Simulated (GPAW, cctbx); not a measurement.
## As2Pb: what bonding does to one electron reflection, worked out

As2Pb, Pnnm (no. 58), a = 6.2434 Å, b = 7.5882 Å, c = 3.5521 Å, α = 90.00°, β = 90.00°, γ = 90.00°.

```
atom  mult.       x       y    z
 Pb1      2     1/2     1/2  1/2
 As1      4  0.3695  0.8865  1/2
```

The cell comes from substitution in a known structure type and wasn't matched to any measured phase.

A DFT run (GPAW, PBE, 450 eV, 7×4×3 k-points (along the axes of the calculation cell), Fermi–Dirac width 0.1 eV) gives the static X-ray structure factor of 110 as 91.702 e for the conventional cell; superposed free atoms give 91.897 e. **Problem.** Find the Fourier component V of the crystal potential and the two-beam extinction distance at 300 kV in both cases.

**1. Geometry**

The cell volume is Ω = 168.28 Å³ and d(110) = 4.8212 Å, so g = 1/d = 0.2074 Å⁻¹.

**2. The nuclei**

Electrons feel nuclei as well as electrons, so the nuclear charges are summed with the same phases.

Phase sums Σ exp(2πi h·x), turned so that the total is real and positive: Pb +2.000, As -2.065. Then F_Z = 82 × (+2.000) + 33 × (-2.065) = 95.87 e. The electron term has the same sign for this reflection.

**3. Mott–Bethe**

Poisson's equation, term by term, gives V = (e/4πε₀)(F_Z − F)/(πΩg²), with e/4πε₀ = 14.3996 V Å.

The prefactor is 14.3996 × 4.8212²/(π × 168.28) = 0.63309 V per electron. Free atoms: (95.87 − 91.897) × 0.63309 = 2.513 V. Crystal: (95.87 − 91.702) × 0.63309 = 2.637 V. F changes by -0.21 % and V by +4.9 %: the same 0.20 e is measured against F_Z − F = 4.0 e in place of F = 91.9 e.

**4. Extinction distance**

In the two-beam case ξ = 1/(λU) with U = 2γm₀eV/h², that is ξ = 150.41 V Å²/(γλV).

At 300 kV, λ = 0.01969 Å and γ = 1.5871. Free atoms: ξ = 1915 Å. Crystal: ξ = 1826 Å. The thickness fringes go as sin²(πt/ξ), so the two patterns slip by a quarter of a period when t|1/ξ₁ − 1/ξ₀| = 1/4, at t ≈ 975 nm, thicker than usual samples. Thermal motion, absorption and many-beam coupling, left out here, change a real pattern.

**5. Answer**

V(110) is 2.64 V against 2.51 V, and ξ is 1826 against 1915 Å. Limits: static atoms, two beams.

[Outputs are excerpts: Python notices, other lines and further rows are left out; steps that failed or that the build refused (PBEsol, TPSS) are not shown.]

[Logs are printed without paths, hosts, clocks, repeated set-up lines and the standing remarks that a program may print on its own settings, such as how far it seeks lower states.]
